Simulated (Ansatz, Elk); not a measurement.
# NbRhC2: X-ray structure factors from the self-consistent density

Structure refinements treat a crystal as free atoms side by side. For a made-up structure of NbRhC2 (cell and positions from a PBEsol relaxation) the runs below show what the calculated density changes in F(hkl).

Program: Elk 11.2.3 (patched build). Level of theory: DFT, PBE, all-electron APW+lo, Dirac cores, scalar-relativistic bands, static density, no spin. Results are calculated unless marked as measured.

This account leaves out most program logs.

The structure was built from a prototype and need not be the compound's stable phase.

### 1. Set-up

The structure is trigonal, space group R-3m (No. 166). Conventional cell: a = 3.225 Å, b = 3.225 Å, c = 13.672 Å, α = 90.00°, β = 90.00°, γ = 120.00°. Nearest to Rh lie 6 C at 2.15 Å. Nearest to Nb lie 6 C at 2.22 Å. Nearest to C lie 3 Rh at 2.15 Å and 3 Nb at 2.22 Å. Farther neighbours are not listed.

### 2. Ground state and structure factors

An all-electron density is needed, since X-rays see the cores too. Task 0 finds the density and task 195 Fourier-transforms it; tshift is off so that phases refer to the origin typed.

elk.in

```
tasks
  0
  195

xctype
  20

spinpol
  .false.

rgkmax
  7.0

gmaxvr
  14.0

lmaxo
  7

lmaxapw
  8

swidth
  0.002

tshift
  .false.

ramdisk
  .false.

hmaxvr
  5.5

maxscl
  120

epspot
  1e-06

sppath
  './'

avec
  3.04752290515 1.75948816994 8.61235190235
  -3.04752290515 1.75948816994 8.61235190235
  0.00000000000 -3.51897633901 8.61235190253

atoms
  3
  'Rh.in'
  1
  0.5000000000 0.5000000000 0.5000000000   0.000000 0.000000 0.000000
  'Nb.in'
  1
  0.0000000000 0.0000000000 0.0000000000   0.000000 0.000000 0.000000
  'C.in'
  2
  0.2455969492 0.2455969492 0.2455969492   0.000000 0.000000 0.000000
  0.7544030508 0.7544030508 0.7544030508   0.000000 0.000000 0.000000

ngridk
  8 8 8
```

Launch:

```console
$ OMP_NUM_THREADS=4 elk
```

Wall time 25 s (4 threads of AMD EPYC 7B13 (Zen 3), shared host); peak memory 0.17 GiB.

SFACRHO.OUT:

```text

h k l indices transformed by vhmat matrix:
   1.000000000       0.000000000       0.000000000    
   0.000000000       1.000000000       0.000000000    
   0.000000000       0.000000000       1.000000000    

      h      k      l  multipl.   |H|            Re(F)            Im(F)           |F|

      0      0      0      1   0.0000000       98.000000     -0.82823041E-17   98.000000    
      1      1      1      2  0.72955511      -5.0900518     -0.54314407E-13   5.0900518    
      1      0      0      6   1.2149306      -3.8236735     -0.11535803E-13   3.8236735    
      0     -1     -1      6   1.2858745       60.902144     -0.26421195E-13   60.902144    
      2      2      2      2   1.4591102       58.991174      0.10995063E-12   58.991174    
     -2     -1     -1      6   1.5372510       71.339874     -0.36680250E-13   71.339874    
      2      1      2      6   1.7015850      -2.5720400     -0.96852682E-13   2.5720400    
     -1      1      0      6   2.0617352       62.235726     -0.26051630E-16   62.235726    
      3      2      2      6   2.0771920      -3.5481677     -0.78107002E-13   3.5481677    
      0     -1     -2     12   2.1870077      -2.9701844      0.40615641E-13   2.9701844    
      3      3      3      2   2.1886653      -1.6757117     -0.75223051E-13   1.6757117    
      2      3      3      6   2.2807479       59.155157      0.62125108E-13   59.155157    
      1      1     -1      6   2.3930751      -2.3752313      0.36049385E-14   2.3752313    
     -2      0      0      6   2.4298612       48.958937     -0.21013788E-13   48.958937    
     -2     -1     -3     12   2.5258176       48.068311     -0.84415644E-13   48.068311    
      2      2      0      6   2.5717490       55.468032      0.29260085E-13   55.468032    
      1      3      1      6   2.6732272      -1.5971216     -0.31242801E-13   1.5971216    
      3      3      4      6   2.7075475       46.464829      0.16805022E-12   46.464829
```

Elk indexes on the primitive cell of elk.in and gives |H| = 4π sin θ/λ in inverse bohr. Below, one row stands for each form hkl of the conventional cell (m members, Friedel mates merged), F is for one primitive cell and the density is static (no thermal factor). Free-atom factors are Waasmaier and Kirfel's, and R is Σm||F|−|F'||/Σm|F|. Elk warned that it couldn't find a linearisation energy, which lowers the accuracy of some states in this run and its variants.

| hkl | m | sin θ/λ (Å⁻¹) | abs F, DFT | neutral atoms | diff. |
| --- | --- | --- | --- | --- | --- |
| 003 | 2 | 0.110 | 5.090 | 5.039 | +0.051 |
| 101 | 6 | 0.183 | 3.824 | 3.714 | +0.110 |
| 012 | 6 | 0.193 | 60.902 | 61.813 | -0.911 |
| 006 | 2 | 0.219 | 58.991 | 59.804 | -0.813 |
| 104 | 6 | 0.231 | 71.340 | 71.372 | -0.032 |
| 015 | 6 | 0.256 | 2.572 | 2.507 | +0.065 |
| 110 | 6 | 0.310 | 62.236 | 62.341 | -0.105 |
| 107 | 6 | 0.312 | 3.548 | 3.799 | -0.251 |
| 113 | 12 | 0.329 | 2.970 | 3.139 | -0.169 |
| 009 | 2 | 0.329 | 1.676 | 1.626 | +0.050 |
| 018 | 6 | 0.343 | 59.155 | 59.013 | +0.142 |
| 021 | 6 | 0.360 | 2.375 | 2.438 | -0.063 |
| 202 | 6 | 0.365 | 48.959 | 48.745 | +0.214 |
| 116 | 12 | 0.380 | 48.068 | 47.847 | +0.221 |
| 024 | 6 | 0.387 | 55.468 | 55.322 | +0.146 |
| 205 | 6 | 0.402 | 1.597 | 1.763 | -0.166 |
| 1 0 10 | 6 | 0.407 | 46.465 | 46.232 | +0.233 |
| 0 0 12 | 2 | 0.439 | 51.705 | 51.340 | +0.366 |
| 027 | 6 | 0.440 | 2.828 | 2.788 | +0.039 |
| 0 1 11 | 6 | 0.440 | 3.246 | 3.177 | +0.070 |
| 119 | 12 | 0.452 | 1.129 | 1.149 | -0.020 |
| 208 | 6 | 0.462 | 50.088 | 49.949 | +0.139 |

### 3. The highest occupied states alone

An energy window below the Fermi level keeps the highest occupied states, to see at which angles they scatter; shallow core shells can lie inside it and anion s states outside. No new self-consistency is needed.

elk.in: that of step 2 with these lines changed.

```diff
@@ -1,3 +1,2 @@
 tasks
-  0
   195
@@ -40,2 +39,5 @@
 
+wsfac
+  0.123120 0.790610
+
 sppath
```

Launch:

```console
$ OMP_NUM_THREADS=4 elk
```

It took 3.9 s on 4 threads; peak memory 0.16 GiB.

States within 10 eV below the Fermi level hold 18.00 electrons; any levels below the window count with the cores. Their amplitudes can exceed the total, where window and core parts have opposite phase:

| hkl | sin θ/λ (Å⁻¹) | abs F, window | abs F, all |
| --- | --- | --- | --- |
| 003 | 0.110 | 3.920 | 5.090 |
| 101 | 0.183 | 2.914 | 3.824 |
| 012 | 0.193 | 1.719 | 60.902 |
| 006 | 0.219 | 1.219 | 58.991 |
| 104 | 0.231 | 4.655 | 71.340 |
| 015 | 0.256 | 1.675 | 2.572 |
| 110 | 0.310 | 1.966 | 62.236 |
| 107 | 0.312 | 0.930 | 3.548 |
| 113 | 0.329 | 0.792 | 2.970 |
| 009 | 0.329 | 0.825 | 1.676 |

### 4. Another functional

The difference from free atoms is small, so it is set against the change that PBEsol makes.

elk.in: that of step 3 with these lines changed.

```diff
@@ -1,2 +1,3 @@
 tasks
+  0
   195
@@ -4,3 +5,3 @@
 xctype
-  20
+  22
 
@@ -39,5 +40,2 @@
 
-wsfac
-  0.123120 0.790610
-
 sppath
```

Launch:

```console
$ OMP_NUM_THREADS=4 elk
```

Elapsed: 24 s, on 4 threads; peak memory 0.17 GiB.

Against the first run R = 0.02 %; the largest change is -0.051 at 104.

### 5. A coarser k-mesh

About half the k-points along each axis test the sampling.

elk.in: that of step 4 with these lines changed.

```diff
@@ -5,3 +5,3 @@
 xctype
-  22
+  20
 
@@ -62,2 +62,2 @@
 ngridk
-  8 8 8
+  4 4 4
```

Launch:

```console
$ OMP_NUM_THREADS=4 elk
```

Run time: 12 s. Hardware: 4 threads; peak memory 0.16 GiB.

Against the first run R = 0.01 %; the largest change is -0.012 at 0 2 10.

### 6. Basis size

The basis and the expansions that go with it are enlarged, to see whether the differences are converged.

elk.in: that of step 5 with these lines changed.

```diff
@@ -11,12 +11,12 @@
 rgkmax
-  7.0
+  8.5
 
 gmaxvr
-  14.0
+  18.0
 
 lmaxo
-  7
+  9
 
 lmaxapw
-  8
+  10
 
@@ -62,2 +62,2 @@
 ngridk
-  4 4 4
+  8 8 8
```

Launch:

```console
$ OMP_NUM_THREADS=4 elk
```

Elapsed: 53 s, on 4 threads; peak memory 0.27 GiB; 2.7 min of CPU time.

Against the first run R = 0.01 %; the largest change is +0.009 at 110.

### 7. Settings against the effect

| run | R against the first run (%) | R against neutral atoms, low angle (%) | wall time |
| --- | --- | --- | --- |
| PBE, rgkmax 7 | 0.00 | 0.88 | 25 s |
| PBEsol | 0.02 | 0.89 | 24 s |
| k-mesh 4×4×4 | 0.01 | 0.89 | 12 s |
| rgkmax 8.5 with larger expansions | 0.01 | 0.88 | 53 s |

### 8. What came out

* R against neutral atoms, sin θ/λ < 0.3 Å⁻¹: 0.88 %
* R against neutral atoms, 0.3 to 0.82 Å⁻¹: 0.46 %

What this shows: Independent neutral atoms miss the calculated amplitudes by R = 0.88 % below 0.3 Å⁻¹ and 0.46 % from there to 0.82 Å⁻¹; by shells, 1.01 % below 0.15 Å⁻¹ (1 form), 0.88 % 0.15 to 0.3 (5 forms), 0.58 % 0.3 to 0.45 (14 forms), 0.44 % above 0.45 (75 forms). Bonding, aspherical density and the tables' own atoms all enter these figures, and the runs don't part them. The largest change of an amplitude is -0.91 electrons, at 012. Weak lines can change much in proportion: 1 0 13 goes from 0.62 to 0.75. The window's part falls from 18.0 electrons at the origin to at most 0.30 between 0.45 and 0.82 Å⁻¹. Below 0.3 Å⁻¹ the changes that finished (PBEsol, k-mesh 4×4×4 and rgkmax 8.5 with larger expansions) move F by R = 0.05 % at most, against the 0.88 % that separates it from free atoms. These runs have no spin, though d or f shells may be open. Part of the difference isn't bonding: the tables are fits to free atoms and ions calculated by other methods than this functional. Thermal motion, anomalous dispersion and extinction are left out.

[Logs are printed without paths, hosts, clocks, repeated set-up lines and the standing remarks that a program may print on its own settings, such as how far it seeks lower states.]

[Hosts, paths, dates, database ids (printed as entryN), source tags and the programs' standing remarks are cut or masked in the printed files.]
